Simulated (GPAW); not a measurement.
# Does Fe3Co13 (fcc Co13Fe3) carry moments in GPAW?

Wanted: the moments of Fe3Co13 (fcc Co13Fe3) and the energy gained by spin polarisation.

Method: PBE; plane waves with GPAW's PAW setups, scalar-relativistic, in GPAW 26.7.0.

**1. Starting point**

Symmetry: P4/mmm, No. 123, tetragonal system. The conventional cell has a = 7.105 Å, b = 7.105 Å, c = 3.553 Å, α = 90.00°, β = 90.00°, γ = 90.00°. Nearest to Fe lie 12 Co at 2.51 Å. Nearest to Co lie 8 Co at 2.51 Å and 4 Fe at 2.51 Å. Nearest to Co lie 10 Co at 2.51 Å and 2 Fe at 2.51 Å. Nearest to Co lie 9 Co at 2.51 Å and 3 Fe at 2.51 Å. Nearest to Co lie 12 Co at 2.51 Å. ordered model alloy on an ideal lattice, lattice constant by linear interpolation, atoms not relaxed. Farther neighbours are not listed.

The cell is a made-up one and need not be a known phase.

**2. Start 1: ferro ++++++++++++++++**

Parallel moments need no larger cell; this start tests for a ferromagnetic state only.

order1.py

```python
import json
import numpy as np
from ase import Atoms
from ase.parallel import paropen, parprint
from gpaw import GPAW

atoms = Atoms(['Fe', 'Co', 'Co', 'Co', 'Fe', 'Co', 'Co', 'Co', 'Co', 'Co', 'Co', 'Co', 'Fe', 'Co', 'Co', 'Co'],
    cell=[[7.10525, 0.0, 0.0],
         [0.0, 7.10525, 0.0],
         [0.0, 0.0, 3.552625]],
    scaled_positions=[[0.0, 0.0, 0.0],
         [0.0, 0.25, 0.5],
         [0.25, 0.0, 0.5],
         [0.25, 0.25, 0.0],
         [0.0, 0.5, 0.0],
         [0.0, 0.75, 0.5],
         [0.25, 0.5, 0.5],
         [0.25, 0.75, 0.0],
         [0.5, 0.0, 0.0],
         [0.5, 0.25, 0.5],
         [0.75, 0.0, 0.5],
         [0.75, 0.25, 0.0],
         [0.5, 0.5, 0.0],
         [0.5, 0.75, 0.5],
         [0.75, 0.5, 0.5],
         [0.75, 0.75, 0.0]],
    pbc=True,
    magmoms=[2.4, 1.8, 1.8, 1.8, 2.4, 1.8, 1.8, 1.8, 1.8, 1.8, 1.8, 1.8, 2.4, 1.8, 1.8, 1.8])
atoms.calc = GPAW(mode={'name': 'pw', 'ecut': 450},
    xc='PBE',
    kpts={'size': (6, 6, 11), 'gamma': True},
    occupations={'name': 'fermi-dirac', 'width': 0.05},
    convergence={'density': 1e-05, 'energy': 1e-05},
    maxiter=200,
    mixer={'name': 'pulay', 'beta': 0.04, 'nmaxold': 8, 'weight': 100},
    symmetry={'tolerance': 1e-4},
    txt='order1.txt')
e = atoms.get_potential_energy(force_consistent=True)
res = {'free_energy': e, 'energy_sigma0': atoms.get_potential_energy(), 'fermi_energy': atoms.calc.get_fermi_level()}
res['moments'] = atoms.get_magnetic_moments().tolist()
res['total'] = atoms.get_magnetic_moment()
parprint('site moments (muB):', np.round(res['moments'], 3))
parprint(f"total moment: {res['total']:.3f} muB")
parprint(f'free energy: {e:.6f} eV')
atoms.calc.write('order1.gpw')
with paropen('results.json', 'w') as f:
    json.dump(res, f)
```

Run with:

```bash
$ OMP_NUM_THREADS=1 mpirun -n 4 gpaw python order1.py > order1.log
```

Numbers of over 12 decimals in the logs are rounded to 6 here.

Log:

```text
site moments (muB): [2.606 1.679 1.71  1.696 2.599 1.679 1.679 1.696 1.8   1.71  1.71  1.696
 2.606 1.71  1.679 1.696]
total moment: 29.043 muB
free energy: -132.115491 eV

--- order1.txt ---
Input parameters:
  mode=PW(ecut=450),
  convergence={'density': 1e-05, 'energy': 1e-05},
  kpts=MonkhorstPack(size=(6, 6, 11), gamma=True),
  maxiter=200,
  mixer=Pulay(name='pulay', nmaxold=8, beta=0.04, weight=100, sigma=0.015, g_ss=None),
  occupations=Occupations(name='fermi-dirac', width=0.05),
  symmetry=Symmetry(tolerance=0.0001),
  xc=XC(name='PBE')

Diagonalizing LCAO Hamiltonian
Converting LCAO to pw mode
     .----------------.
    /|                |
   / |                |
  / Co       Co       |
 *   .-Co-------Co----.
 |Co/   Co Co    Co  /
 | FeCo    Fe Co    /
 |/   Co       Co  /
 Fe------Co-------*

Atoms  # Å, Bohr magnetons
|    | symbol |        x |        y |        z |    initial magnetic moments |
|----|--------|----------|----------|----------|-----------------------------|
|  0 |     Fe | 0.000000 | 0.000000 | 0.000000 | ( 0.0000,  0.0000,  2.4000) |
|  1 |     Co | 0.000000 | 1.776312 | 1.776312 | ( 0.0000,  0.0000,  1.8000) |
|  2 |     Co | 1.776312 | 0.000000 | 1.776312 | ( 0.0000,  0.0000,  1.8000) |
|  3 |     Co | 1.776312 | 1.776312 | 0.000000 | ( 0.0000,  0.0000,  1.8000) |
|  4 |     Fe | 0.000000 | 3.552625 | 0.000000 | ( 0.0000,  0.0000,  2.4000) |
|  5 |     Co | 0.000000 | 5.328938 | 1.776312 | ( 0.0000,  0.0000,  1.8000) |
|  6 |     Co | 1.776312 | 3.552625 | 1.776312 | ( 0.0000,  0.0000,  1.8000) |
|  7 |     Co | 1.776312 | 5.328938 | 0.000000 | ( 0.0000,  0.0000,  1.8000) |
|  8 |     Co | 3.552625 | 0.000000 | 0.000000 | ( 0.0000,  0.0000,  1.8000) |
|  9 |     Co | 3.552625 | 1.776312 | 1.776312 | ( 0.0000,  0.0000,  1.8000) |
| 10 |     Co | 5.328938 | 0.000000 | 1.776312 | ( 0.0000,  0.0000,  1.8000) |
| 11 |     Co | 5.328938 | 1.776312 | 0.000000 | ( 0.0000,  0.0000,  1.8000) |
| 12 |     Fe | 3.552625 | 3.552625 | 0.000000 | ( 0.0000,  0.0000,  2.4000) |
| 13 |     Co | 3.552625 | 5.328938 | 1.776312 | ( 0.0000,  0.0000,  1.8000) |
| 14 |     Co | 5.328938 | 3.552625 | 1.776312 | ( 0.0000,  0.0000,  1.8000) |
| 15 |     Co | 5.328938 | 5.328938 | 0.000000 | ( 0.0000,  0.0000,  1.8000) |

Unit cell  # Å
| periodic |        x |        y |        z |  lengths |    angles |
|----------|----------|----------|----------|----------|-----------|
|      yes | 7.105250 | 0.000000 | 0.000000 | 7.105250 | 90.000000 |
|      yes | 0.000000 | 7.105250 | 0.000000 | 7.105250 | 90.000000 |
|      yes | 0.000000 | 0.000000 | 3.552625 | 3.552625 | 90.000000 |

Number of symmetries: 8

BZ-sampling:
  Number of BZ points: 396
  Number of IBZ points: 96

  Monkhorst-Pack size: [6, 6, 11]
  Monkhorst-Pack shift: [0.083333, 0.083333, 0.0]

K-points  # in reciprocal-cell coordinates
|     |                                coordinates |     weight |
|-----|--------------------------------------------|------------|
|   0 | (  0.00000000,   0.00000000,   0.00000000) | 0.00252525 |
|   1 | (  0.00000000,   0.00000000,   0.09090909) | 0.00505051 |
|   2 | (  0.00000000,   0.00000000,   0.18181818) | 0.00505051 |
|   3 | (  0.00000000,   0.00000000,   0.27272727) | 0.00505051 |
|   4 | (  0.00000000,   0.00000000,   0.36363636) | 0.00505051 |
|   5 | (  0.00000000,   0.00000000,   0.45454545) | 0.00505051 |
|   6 | (  0.00000000,   0.16666667,   0.00000000) | 0.00505051 |
|   7 | (  0.00000000,   0.16666667,   0.09090909) | 0.01010101 |
|   8 | (  0.00000000,   0.16666667,   0.18181818) | 0.01010101 |
|   9 | (  0.00000000,   0.16666667,   0.27272727) | 0.01010101 |
| ... |                                            |            |
|  95 | (  0.50000000,   0.50000000,   0.45454545) | 0.00505051 |

Plane wave coefficients: 3932
Cutoff: 450.000000 eV

Spin-components: 2 (collinear spins)
Bands:           107
Projectors:      96
Spin-degeneracy: 1
Datatype:        complex128

Parallelization:
  kpt:    4
  domain: 1
  band:   1

Density:
  Valence electrons: 141.0
  Components: 2
  Grid points: [35 35 18]
  Charge: 0.0  # |e|

Potential:
  Grid points: [35 35 18]

species:
  Fe:
    name:    Iron
    Z:       26.0
    valence: 8
    core:    18
    charge:  0.0  # [|e|]
    compensation charges:
      type: gauss
      rc: 0.33  # [Å]
      lmax: 2
    cutoffs:
      filter: 2.06  # [Å]
      core: 2.67  # [Å]
    projectors
    | kind |    occ | energy [eV] | rcut [Å] |
    |------|--------|-------------|----------|
    |   4s |  2.000 |      -5.291 |    1.164 |
    |   4p |  0.000 |      -1.326 |    1.058 |
    |   3d |  6.000 |      -7.505 |    1.058 |
    |    s |        |      21.920 |    1.164 |
    |    p |        |      25.885 |    1.058 |
    |    d |        |      19.706 |    1.058 |

    Using partial waves for Fe as LCAO basis

  Co:
    name:    Cobalt
    Z:       27.0
    valence: 9
    core:    18
    charge:  0.0  # [|e|]
    compensation charges:
      type: gauss
      rc: 0.32  # [Å]
      lmax: 2
    cutoffs:
      filter: 1.87  # [Å]
      core: 2.55  # [Å]
    projectors
    | kind |    occ | energy [eV] | rcut [Å] |
    |------|--------|-------------|----------|
    |   4s |  2.000 |      -5.469 |    1.005 |
    |   4p |  0.000 |      -1.277 |    1.058 |
    |   3d |  7.000 |      -8.205 |    1.005 |
    |    s |        |      21.742 |    1.005 |
    |    p |        |      25.934 |    1.058 |
    |    d |        |      19.007 |    1.005 |

    Using partial waves for Co as LCAO basis

Reference energy: -596593.592574  # eV

eigensolver:
  PPCG
  Converge bands: occupied
  niter=2

density mixing:
  Pulay-Mixer
  Linear mixing parameters: 0.04
  Old densities: 8
  Fourier metric: weight=100, sigma=0.015

occupation numbers:
  Fermi-Dirac:
    width: 0.0500  # eV

poisson solver:
  ecut: 3600.000000  # eV

xc functional:
  name: PBE with 2 nearest neighbor stencil

convergence criteria:
- Maximum integral of absolute [dens]ity change: 1e-05 electrons / valence electron
- Maximum [total energy] change in last 3 cyles: 1e-05 eV / valence electron
- Maximum integral of absolute [eigenst]ate change: 4e-08 eV^2 / valence electron
maximum number of iterations: 200

SCF iterations
|iter     |      energy | eigst |  dens |  magmom |
|---------|-------------|-------|-------|---------|
|iter:   1|       0s | -130.776903 | +0.47 |       | +30.6492|
|iter:   2|      47s | -131.109954 | -1.10 | -1.21 | +30.5598|
|iter:   3|      94s | -131.107615 | -2.07 | -1.20 | +30.4980|
|iter:   4|     136s | -131.086878 | -2.57 | -1.22 | +30.3423|
|iter:   5|     177s | -131.194049 | -2.52 | -1.28 | +30.0518|
|iter:   6|     219s | -131.453815 | -2.99 | -1.36 | +29.7354|
|iter:   7|     263s | -131.982401 | -2.09 | -1.45 | +28.6433|
|iter:   8|     305s | -132.004178 | -3.16 | -1.92 | +28.5379|
|iter:   9|     347s | -132.023950 | -3.58 | -2.02 | +28.4933|
|iter:  10|     390s | -132.031985 | -3.87 | -2.17 | +28.5363|
[... 15 iterations left out ...]
|iter:  26|     993s | -132.045553c| -7.55c| -4.27 | +29.0410|
|iter:  27|    1011s | -132.045553c| -7.69c| -4.45 | +29.0425|
|iter:  28|    1029s | -132.045554c| -7.96c| -4.68 | +29.0430|
|iter:  29|    1046s | -132.045554c| -8.09c| -4.72 | +29.0431|
|iter:  30|    1065s | -132.045555c| -8.33c| -4.79 | +29.0435|
|iter:  31|    1083s | -132.045557c| -8.54c| -4.82 | +29.0435|
|iter:  32|    1104s | -132.045557c| -8.87c| -4.88 | +29.0432|
|iter:  33|    1125s | -132.045557c| -8.95c| -4.92 | +29.0428|
|iter:  34|    1143s | -132.045559c| -8.80c| -4.99 | +29.0424|
|iter:  35|    1167s | -132.045560c| -8.57c| -5.11c| +29.0429|

Converged in 35 steps
Energy contributions relative to reference atoms: (reference = -596593.592574)

Energy contributions:
  Kinetic:         123.189981
  Coulomb:        -102.248676
  Zero:              3.771608
  External:          0.000000
  Xc:             -156.688542
  Entropy:          -0.139863
  Spinorbit:         0.000000
  ----------------------------
  Free energy:    -132.115491
  Extrapolated:   -132.045560

dipole moment: (-73.209398, -75.030269, -74.120287)  # |e|*Ang

Total magnetic moment: (0.000000, 0.000000, 29.042928)

Local magnetic moments
|        x |        y |        z |
|----------|----------|----------|
| 0.000000 | 0.000000 | 2.605731 |  # Fe   0
| 0.000000 | 0.000000 | 1.678679 |  # Co   1
| 0.000000 | 0.000000 | 1.710440 |  # Co   2
| 0.000000 | 0.000000 | 1.695754 |  # Co   3
| 0.000000 | 0.000000 | 2.598799 |  # Fe   4
| 0.000000 | 0.000000 | 1.678679 |  # Co   5
| 0.000000 | 0.000000 | 1.678669 |  # Co   6
| 0.000000 | 0.000000 | 1.695754 |  # Co   7
| 0.000000 | 0.000000 | 1.799788 |  # Co   8
| 0.000000 | 0.000000 | 1.710430 |  # Co   9
| 0.000000 | 0.000000 | 1.710440 |  # Co  10
| 0.000000 | 0.000000 | 1.695754 |  # Co  11
| 0.000000 | 0.000000 | 2.605718 |  # Fe  12
| 0.000000 | 0.000000 | 1.710430 |  # Co  13
| 0.000000 | 0.000000 | 1.678669 |  # Co  14
| 0.000000 | 0.000000 | 1.695754 |  # Co  15

Fermi level: 10.313
Eigenvalues  # (at kpt = [0.000, 0.000, 0.000])
| band index |      eig [eV] | occ [0-1] |      eig [eV] | occ [0-1] |
|------------|---------------|-----------|---------------|-----------|
|          0 |         1.381 |     1.000 |         1.429 |     1.000 |
|        ... |               |           |               |           |
|         61 |         8.661 |     1.000 |        10.778 |     0.000 |
|         62 |         8.689 |     1.000 |        10.803 |     0.000 |
|         63 |         8.697 |     1.000 |        10.885 |     0.000 |
|         64 |         8.824 |     1.000 |        10.980 |     0.000 |
|         65 |         8.861 |     1.000 |        10.980 |     0.000 |
|         66 |         8.861 |     1.000 |        11.074 |     0.000 |
|         67 |         8.920 |     1.000 |        11.129 |     0.000 |
|         68 |         9.062 |     1.000 |        11.129 |     0.000 |
|         69 |         9.062 |     1.000 |        11.199 |     0.000 |
|         70 |         9.075 |     1.000 |        11.530 |     0.000 |
|         71 |         9.108 |     1.000 |        11.613 |     0.000 |
|         72 |         9.439 |     1.000 |        11.648 |     0.000 |
|         73 |         9.491 |     1.000 |        11.669 |     0.000 |
|         74 |         9.496 |     1.000 |        11.669 |     0.000 |
|         75 |         9.824 |     1.000 |        11.674 |     0.000 |
|         76 |         9.826 |     1.000 |        11.680 |     0.000 |
|        ... |               |           |               |           |
|        106 |        20.241 |     0.000 |        21.200 |     0.000 |

No gap
No difference between direct/indirect transitions
```

Wall time 21 min (4 MPI ranks of Intel Xeon Platinum 8559C (Emerald Rapids), shared host); peak memory 2.4 GiB; 83 min of CPU time.

Spin moment in the augmentation sphere by atom:

| atom | spin moment in the augmentation sphere (μB) |
| --- | --- |
| Fe1 | 2.61 |
| Co2 | 1.68 |
| Co3 | 1.71 |
| Co4 | 1.70 |
| Fe5 | 2.60 |
| Co6 | 1.68 |
| Co7 | 1.68 |
| Co8 | 1.70 |
| Co9 | 1.80 |
| Co10 | 1.71 |
| Co11 | 1.71 |
| Co12 | 1.70 |
| Fe13 | 2.61 |
| Co14 | 1.71 |
| Co15 | 1.68 |
| Co16 | 1.70 |

Read from the output:

```yaml
magnetization: 29.04 μB
final_state: ferromagnetic
```

After 35 cycles the largest moment stands at 2.61 μB.

(Continued in part 2 of 2.)

[Logs and program files are shortened in this print: banners, set-up blocks, solver, clock and traceback lines can be left out without a mark of their own.]

[Logs are printed without paths, hosts, clocks, repeated set-up lines and the standing remarks that a program may print on its own settings, such as how far it seeks lower states.]

[Hosts, paths, dates, database ids (printed as entryN), source tags and the programs' standing remarks are cut or masked in the printed files.]

[Where a cell is said to come from a database of computed structures, the database is the Materials Project.]
